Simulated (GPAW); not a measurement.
# An Al chain with two N atoms in line: transmission at several levels

Wanted: the zero-bias transmission of an Al chain with two N atoms in line on a ladder of levels, with run times.

Main program and level: GPAW 26.7.0; GPAW LCAO, PAW setups; Landauer transmission from Green's functions with principal layers (ASE), zero bias.

Report form: the programs' logs are mostly left out.

### 1. The starting structure

The cell holds 14 atoms: 12 Al and 2 N. Cell: a = 9.000 Å, b = 9.000 Å, c = 31.183 Å, α = 90.0°, β = 90.0°, γ = 90.0°. Regions: left lead, 6 atoms (6 Al); channel, 2 atoms (2 N); right lead, 6 atoms (6 Al). Vacuum lies along a and b. The structure is stacked along c, and the current runs across the ab planes.

### 2. Double-zeta polarised basis

Localised orbitals split the wire into layers that couple to their neighbours alone, which is what the Green's function method needs; double zeta with polarisation is the usual level for numbers.

Input file run.py:

```python
import json
import numpy as np
from ase import Atoms
from ase.transport.calculators import TransportCalculator
from gpaw import GPAW, FermiDirac
from gpaw.lcao.tools import get_lcao_hamiltonian
from scipy.linalg import eigh

# The junction with lead layers at both ends, along the third cell vector
device = Atoms(
    ['Al', 'Al', 'Al', 'Al', 'Al', 'Al', 'N', 'N', 'Al', 'Al', 'Al', 'Al', 'Al', 'Al'],
    positions=[
        [4.50000, 4.50000, 1.20000],
        [4.50000, 4.50000, 3.60000],
        [4.50000, 4.50000, 6.00000],
        [4.50000, 4.50000, 8.40000],
        [4.50000, 4.50000, 10.80000],
        [4.50000, 4.50000, 13.20000],
        [4.50000, 4.50000, 14.93130],
        [4.50000, 4.50000, 16.25130],
        [4.50000, 4.50000, 17.98260],
        [4.50000, 4.50000, 20.38260],
        [4.50000, 4.50000, 22.78260],
        [4.50000, 4.50000, 25.18260],
        [4.50000, 4.50000, 27.58260],
        [4.50000, 4.50000, 29.98260]],
    cell=[[9.0, 0.0, 0.0], [0.0, 9.0, 0.0], [0.0, 0.0, 31.1826]],
    pbc=True)

# One principal layer of the lead: the first 4 atoms of the device
lead = Atoms(
    ['Al', 'Al', 'Al', 'Al'],
    positions=[
        [4.50000, 4.50000, 1.20000],
        [4.50000, 4.50000, 3.60000],
        [4.50000, 4.50000, 6.00000],
        [4.50000, 4.50000, 8.40000]],
    cell=[[9.0, 0.0, 0.0], [0.0, 9.0, 0.0], [0.0, 0.0, 9.6]],
    pbc=True)

settings = dict(mode='lcao', basis='dzp', xc='PBE', h=0.18,
                occupations=FermiDirac(0.1), maxiter=250,
                mixer=dict(beta=0.1, nmaxold=8, weight=100.0),
                convergence=dict(density=0.0001))
energies = np.arange(-2, 2 + 1e-9, 0.05)
eta = 0.0001
n1, n2 = 1, 1
# k and -k transmit alike, so half of the mesh across the current serves
mesh = [(i, j) for i in range(n1) for j in range(n2) if (i, j) <= (-i % n1, -j % n2)]
weights = np.array([1 if (i, j) == (-i % n1, -j % n2) else 2 for i, j in mesh]) / (n1 * n2)

# [... helper functions left out ...]
fermi_lead = ground_state(lead, (1, 1, 12), 'lead.txt')
fermi_device = ground_state(device, (1, 1, 3), 'device.txt')
# [... loop over the mesh left out, but for ...]
        # Shift the lead onto the potential of the device's first layer
        shift = ((H[:, 0, 0] - H0[:, 0, 0]) / S0[0, 0]).real.mean()
# [...]
kT = 8.617333e-5 * 200
bias = [0.1, 0.2, 0.5, 1.0, 1.5, 2.0]
# [... integrals and printing left out ...]
```

On the command line:

```
$ OMP_NUM_THREADS=1 OPENBLAS_NUM_THREADS=1 python run.py
```

Elapsed: 84 s, on 1 thread of Intel Xeon 6975P-C (Granite Rapids), shared host; peak memory 1.5 GiB.

This step gave:

* conductance: 1.527 G₀
* largest coupling past the next principal layer: 9.93e-16 eV
* largest misfit of the first principal layer: 0.02680 eV
* shift that aligns the lead: -0.006932 eV
* basis functions of the junction: 182
* basis functions of a principal layer: 52
* transmission at the Fermi level (one spin): 1.532

One spin. The transmission, zone mean by energy, zero at the Fermi level:

energy (eV), transmission, zone mean and a bar:
```
    -2.00       0.01 
    -1.90       0.01 
    -1.80       0.01 
    -1.70       0.01 
    -1.55       0.00 
    -1.45       0.00 
    -1.35       0.00 
    -1.25       0.00 
    -1.15       0.00 
    -1.05       0.00 
    -0.90       0.00 
    -0.80       0.00 
    -0.70       0.00 
    -0.60       0.00 
    -0.50       0.00 
    -0.40       0.13 ##
    -0.25       1.34 ######################
    -0.15       1.49 #########################
    -0.05       1.54 ##########################
     0.00       1.53 #########################
     0.05       1.51 #########################
     0.15       1.42 ########################
     0.25       1.30 ######################
     0.40       1.12 ###################
     0.50       1.03 #################
     0.60       0.96 ################
     0.70       0.91 ###############
     0.80       0.88 ###############
     0.90       0.85 ##############
     0.95       1.81 ##############################
     1.05       1.36 #######################
     1.15       1.17 ###################
     1.25       1.07 ##################
     1.35       1.01 #################
     1.45       0.97 ################
     1.55       0.93 ################
     1.70       0.90 ###############
     1.80       0.88 ###############
     1.90       0.87 ##############
     2.00       0.87 ##############
```

Not self-consistent under bias; the bias window is split evenly. Current through one cell, from the zero-bias transmission against bias:

```tsv
bias (V)	current through one cell, from the zero-bias transmission (μA)
0.100	11.8
0.200	23.5
0.500	56.4
1.000	89.2
1.500	108
2.000	129
```

The transmission of the three most open eigenchannels by energy, zero at the Fermi level:

```tsv
energy (eV)	channel 1	channel 2	channel 3
-2.000	0.0127	4.7e-12	0
-1.800	0.00935	4.7e-12	0
-1.600	0.00576	4.5e-12	0
-1.400	0.00193	4.4e-12	0
-1.200	2.8e-11	4.4e-12	0
-1.000	4.5e-12	2.1e-12	0
-0.800	4.4e-12	0	0
-0.600	4.5e-8	4.5e-8	4.4e-12
-0.400	0.0640	0.0640	4.4e-12
-0.200	0.716	0.716	4.4e-12
0.000	0.766	0.766	4.5e-12
0.200	0.680	0.680	4.8e-12
0.400	0.561	0.561	6.3e-12
0.600	0.480	0.480	6.7e-11
0.800	0.438	0.438	1.3e-8
1.000	0.700	0.416	0.416
1.200	0.400	0.400	0.318
1.400	0.386	0.386	0.215
1.600	0.376	0.376	0.168
1.800	0.372	0.372	0.140
2.000	0.372	0.372	0.121
```

Couplings past the next layer reach 9.9e-16 eV, small enough to drop; the matrix elements of the cell's first layer differ from the bulk lead's by up to 0.027 eV. That layer keeps its own values in the calculation, and only beyond it is the lead taken as perfect. The Fermi levels of lead and junction count from different zeros of potential, one for each periodic cell; with both set to zero, the small remaining shift is what aligns them. By hand: G = 1.527 × 77.48 μS = 118 μS, a resistance of 8.45 kΩ; at 0.1 V a linear junction would pass 11.8 μA, and the integral over the bias window gives 11.8 μA.

### 3. Single-zeta polarised basis

The second zeta is dropped, the polarisation orbitals stay.

run.py, as its differences from that of step 2:

```diff
@@ -40,3 +40,3 @@
 
-settings = dict(mode='lcao', basis='dzp', xc='PBE', h=0.18,
+settings = dict(mode='lcao', basis='szp(dzp)', xc='PBE', h=0.18,
                 occupations=FermiDirac(0.1), maxiter=250,
```

Run time: 71 s. Hardware: 1 thread; peak memory 1.5 GiB.

This step gave:

- conductance: 1.450 G₀
- largest coupling past the next principal layer: 1.40e-15 eV
- largest misfit of the first principal layer: 0.02358 eV
- shift that aligns the lead: -0.008921 eV
- basis functions of the junction: 126
- basis functions of a principal layer: 36
- transmission at the Fermi level (one spin): 1.456

One spin. Transmission, zone mean against energy, zero at the Fermi level:

energy (eV), transmission, zone mean and a bar:
```
   -2.000       0.01 
   -1.800       0.01 
   -1.600       0.00 
   -1.400       0.00 
   -1.200       0.00 
   -1.000       0.00 
   -0.800       0.00 
   -0.600       0.00 
   -0.400       0.00 
   -0.200       1.35 #########################
   -0.050       1.47 ###########################
    0.000       1.46 ###########################
    0.200       1.26 #######################
    0.400       1.00 ##################
    0.600       0.84 ###############
    0.800       1.64 ##############################
    1.000       1.09 ####################
    1.200       0.94 #################
    1.400       0.86 ################
    1.600       0.81 ###############
    1.800       0.79 ##############
    2.000       0.78 ##############
```

Not self-consistent under bias; the bias window is split evenly. The current through one cell, from the zero-bias transmission by bias:

```tsv
bias (V)	current through one cell, from the zero-bias transmission (μA)
0.100	11.2
0.200	22.3
0.500	53.0
1.000	80.3
1.500	97.4
2.000	123
```

The transmission of the three most open eigenchannels by energy, zero at the Fermi level:

```tsv
energy (eV)	channel 1	channel 2	channel 3
-2.00	0.0130	0	0
-1.90	0.0110	0	0
-1.80	0.00899	0	0
-1.70	0.00688	0	0
-1.55	0.00357	0	0
-1.45	0.00125	0	0
-1.35	1.7e-10	0	0
-1.25	1.5e-11	0	0
-1.15	4.0e-12	0	0
-1.05	1.7e-12	0	0
-0.90	0	0	0
-0.80	0	0	0
-0.70	0	0	0
-0.60	0	0	0
-0.50	4.2e-11	4.2e-11	0
-0.40	1.4e-8	1.4e-8	0
-0.25	0.611	0.611	0
-0.15	0.709	0.709	0
-0.05	0.733	0.733	0
0.00	0.728	0.728	1.0e-12
0.05	0.713	0.713	1.4e-12
0.15	0.662	0.662	2.7e-12
0.25	0.596	0.596	6.4e-12
0.40	0.501	0.501	3.7e-11
0.50	0.452	0.452	2.0e-10
0.60	0.418	0.418	2.5e-9
0.70	0.394	0.394	6.0e-7
0.80	0.889	0.377	0.377
0.90	0.532	0.365	0.365
1.05	0.352	0.352	0.339
1.15	0.344	0.344	0.279
1.25	0.337	0.337	0.240
1.35	0.331	0.331	0.213
1.45	0.325	0.325	0.194
1.55	0.321	0.321	0.179
1.70	0.318	0.318	0.162
1.80	0.318	0.318	0.153
1.90	0.319	0.319	0.146
2.00	0.321	0.321	0.140
```

The conductance, 1.45 G₀, lies 5.0 % below that of the dzp run.

### 4. GPAW, sz: basis = "sz(dzp)"

One function for each valence shell of the setup, as for a first survey of a large system.

run.py, as its differences from that of step 3:

```diff
@@ -40,3 +40,3 @@
 
-settings = dict(mode='lcao', basis='szp(dzp)', xc='PBE', h=0.18,
+settings = dict(mode='lcao', basis='sz(dzp)', xc='PBE', h=0.18,
                 occupations=FermiDirac(0.1), maxiter=250,
```

Run time: 48 s. Hardware: 1 thread; peak memory 1.3 GiB.

Numbers from this step:

- conductance: 1.542 G₀
- largest coupling past the next principal layer: 8.25e-16 eV
- largest misfit of the first principal layer: 0.02683 eV
- shift that aligns the lead: -0.008786 eV
- basis functions of the junction: 56
- basis functions of a principal layer: 16
- transmission at the Fermi level (one spin): 1.546

The conductance, 1.54 G₀, lies 0.9 % above that of the dzp run.

### 5. revPBE in the dzp basis: xc = "revPBE"

Back in the dzp basis, the functional changes from PBE to revPBE, to set the spread between functionals beside that between bases.

run.py, as its differences from that of step 4:

```diff
@@ -40,3 +40,3 @@
 
-settings = dict(mode='lcao', basis='sz(dzp)', xc='PBE', h=0.18,
+settings = dict(mode='lcao', basis='dzp', xc='revPBE', h=0.18,
                 occupations=FermiDirac(0.1), maxiter=250,
```

Elapsed: 79 s, on 1 thread; peak memory 1.5 GiB.

Numbers from this step:

```yaml
conductance: 1.538 G₀
largest_coupling_past_the_next_principal_layer: 1.49e-15 eV
largest_misfit_of_the_first_principal_layer: 0.02576 eV
shift_that_aligns_the_lead: -0.006391 eV
basis_functions_of_the_junction: 182
basis_functions_of_a_principal_layer: 52
transmission_at_the_fermi_level_one_spin: 1.543
```

The conductance, 1.54 G₀, lies 0.7 % above that of the dzp run.

### 6. Cost and result by level

Times are for 1 thread of Intel Xeon 6975P-C (Granite Rapids), shared host. Results by setting:

```tsv
no.	run	conductance (G₀)	time	memory (GiB)
1	dzp	1.527	84 s	1.5
2	szp	1.450	71 s	1.5
3	sz	1.542	48 s	1.3
4	dzp revPBE	1.538	79 s	1.5
```

### 7. Comparison

The curves are compared point by point over the common energies.

This step: comparison of transmission and cost over codes and levels (GPAW 26.7.0).

Ladder, by row:

```tsv
step	code	T at the Fermi level (sum over the listed spins)	conductance (G0)	r.m.s. T(E) from the first	wall time (s)	peak memory (GiB)	threads
dzp	GPAW	1.532	1.527	0	84.07	1.51	1
szp	GPAW	1.456	1.45	0.1804	70.51	1.49	1
sz	GPAW	1.546	1.542	0.2203	47.5	1.34	1
dzp-revPBE	GPAW	1.543	1.538	0.1158	79.31	1.51	1
```

The transmission, zone mean, sum over the listed spins by energy, zero at the Fermi level:

```tsv
energy (eV)	dzp	szp	sz	dzp-revPBE
-2.000	0.0127	0.0130	0.00504	0.0124
-1.800	0.00935	0.00899	0.00115	0.00911
-1.600	0.00576	0.00470	1.2e-11	0.00557
-1.400	0.00193	3.8e-5	1.2e-12	0.00183
-1.200	3.3e-11	7.1e-12	3.8e-13	3.0e-11
-1.000	6.5e-12	1.2e-12	2.0e-13	6.3e-12
-0.800	5.1e-12	4.8e-13	1.7e-13	5.0e-12
-0.600	9.0e-8	2.0e-12	2.2e-11	1.1e-8
-0.400	0.128	2.7e-8	0.484	0.117
-0.200	1.43	1.35	1.46	1.45
-0.050	1.54	1.47	1.55	1.55
0.000	1.53	1.46	1.55	1.54
0.200	1.36	1.26	1.40	1.37
0.400	1.12	1.00	1.19	1.13
0.600	0.960	0.835	1.04	0.969
0.650	0.933	0.809	1.97	0.942
0.800	0.876	1.64	1.42	0.884
0.950	1.81	1.16	1.24	0.847
1.000	1.53	1.09	1.21	1.83
1.200	1.12	0.938	1.13	1.18
1.400	0.988	0.859	1.10	1.01
1.600	0.920	0.812	1.08	0.935
1.800	0.883	0.789	1.08	0.892
2.000	0.866	0.783	1.10	0.870
```

### 8. SCF mesh 1×1×1

The SCF mesh sets the Fermi level of the repeated cell.

This step: GPAW LCAO, PAW setups; Landauer transmission from Green's functions with principal layers (ASE), zero bias (GPAW 26.7.0).

run.py, as its differences from that of step 5:

```diff
@@ -40,3 +40,3 @@
 
-settings = dict(mode='lcao', basis='dzp', xc='revPBE', h=0.18,
+settings = dict(mode='lcao', basis='dzp', xc='PBE', h=0.18,
                 occupations=FermiDirac(0.1), maxiter=250,
@@ -53,3 +53,3 @@
 fermi_lead = ground_state(lead, (1, 1, 12), 'lead.txt')
-fermi_device = ground_state(device, (1, 1, 3), 'device.txt')
+fermi_device = ground_state(device, (1, 1, 1), 'device.txt')
 # [... loop over the mesh left out, but for ...]
```

Elapsed: 70 s, on 1 thread; peak memory 1.5 GiB.

The run finished with changed settings (scf_mesh = [1, 1, 1]); it serves as a test.

The two runs compared:

```tsv
quantity	this run	sound run	difference
conductance (G₀)	1.5213	1.5273	-0.00607
largest coupling past the next principal layer (eV)	1.196e-15	9.930e-16	2.0e-16
largest misfit of the first principal layer (eV)	0.028319	0.026805	0.00151
shift that aligns the lead (eV)	0.014473	-0.0069316	0.0214
transmission at the Fermi level (one spin)	1.5259	1.5321	-0.00615
```

### 9. Another change of settings

A last run, with other settings again.

run.py, as its differences from that of step 8:

```diff
@@ -41,3 +41,3 @@
 settings = dict(mode='lcao', basis='dzp', xc='PBE', h=0.18,
-                occupations=FermiDirac(0.1), maxiter=250,
+                occupations=FermiDirac(0.1), maxiter=100,
                 mixer=dict(beta=0.1, nmaxold=8, weight=100.0),
@@ -45,3 +45,3 @@
 energies = np.arange(-2, 2 + 1e-9, 0.05)
-eta = 0.0001
+eta = 0.2
 n1, n2 = 1, 1
@@ -53,3 +53,3 @@
 fermi_lead = ground_state(lead, (1, 1, 12), 'lead.txt')
-fermi_device = ground_state(device, (1, 1, 1), 'device.txt')
+fermi_device = ground_state(device, (1, 1, 3), 'device.txt')
 # [... loop over the mesh left out, but for ...]
```

It took 80 s on 1 thread; peak memory 1.5 GiB.

The run finished. A setting was moved off its sound value on purpose, so it serves as a test and not as the result.

The fault put into the input: a broadening of tenths of an eV (eta = 0.2).

Side by side:

```tsv
quantity	this run	sound run	difference
conductance (G₀)	0.014257	1.5273	-1.51
largest misfit of the first principal layer (eV)	0.026805	0.026805	2.8e-14
shift that aligns the lead (eV)	-0.0069316	-0.0069316	1.8e-14
transmission at the Fermi level (one spin)	0.014278	1.5321	-1.52
```

One result that differs is the transmission at the Fermi level (one spin), 0.0143 against 1.53.

### 10. Outcome

| Item | Value |
| --- | --- |
| conductance | 1.53 G₀ |
| transmission at the Fermi level, mean of the spins | 1.53 |
| thermopower | about 0 (under 1.5 μV/K) |

What this shows: In the dzp basis the junction conducts 1.53 G₀ at 200 K, with T = 1.53 a spin at the Fermi level; the sz basis reaches that conductance within 10 %. At the Fermi level two eigenchannels carry the current (0.77 and 0.77). Measured against the first run (dzp), the nearest curve is that of dzp-revPBE (r.m.s. 0.12) and the farthest that of sz (0.22). Over the compared runs wall time goes from 48 s (sz) to 84 s (dzp), on a shared host. The geometry was built from estimated bond lengths and not relaxed, so the numbers describe this model structure. An evenly spaced straight chain is an idealisation: free chains tend to dimerise, zigzag or, where a band edge lies near the Fermi level, turn magnetic. The currents use the zero-bias T(E) throughout, which holds only while the bias is small against the distance to the nearest feature. The energy step is wider than the thermal energy, so the conductance and thermopower rest on interpolation of T(E).

[Logs are printed without paths, hosts, clocks, repeated set-up lines and the standing remarks that a program may print on its own settings, such as how far it seeks lower states.]

[Hosts, paths, dates, database ids (printed as entryN), source tags and the programs' standing remarks are cut or masked in the printed files.]
